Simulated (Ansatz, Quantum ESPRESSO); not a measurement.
# 1T-HfO2, 2 layers, AA stacking: the dipole at a withheld member of a series

**Set-up.** Quantum ESPRESSO 7.5, PBE, GBRV ultrasoft. Cell and atoms are relaxed without a field with a D3(BJ) correction and then held. Sawtooth field with dipole correction, 17 Å of vacuum in the starting cell, Fermi-Dirac smearing of 0.002 Ry; bands along a path at each field. The series steps the field along the normal.

| field along the normal | dipole (e Å) |
| --- | --- |
| 0 V/Å | 0.0000 |
| 0.05 V/Å | 0.0146 |
| 0.1 V/Å | 0.0293 |
| 0.2 V/Å | 0.0586 |
| 0.4 V/Å | 0.1172 |

**Question.** What is the dipole at 0.3 V/Å?

By hand: The rows at 0.2 V/Å and 0.4 V/Å give a slope of (0.1172 − (0.0586))/(0.4 − (0.2)) = 0.293, so a straight line gives 0.0879 e Å. A parabola through these and the row at 0.1 V/Å gives 0.0879 e Å.

What the calculation gave: 0.0879 e Å. The line misses by 0.0000 and the parabola by 0.0000 e Å. Both misses are under 5 % of the step from the nearer row.

Caveats: Ions are held; semilocal gaps are too small; in strong fields empty levels can belong to the vacuum; one stacking. Members without a usable value, or on the other side of zero field or charge, are not listed.
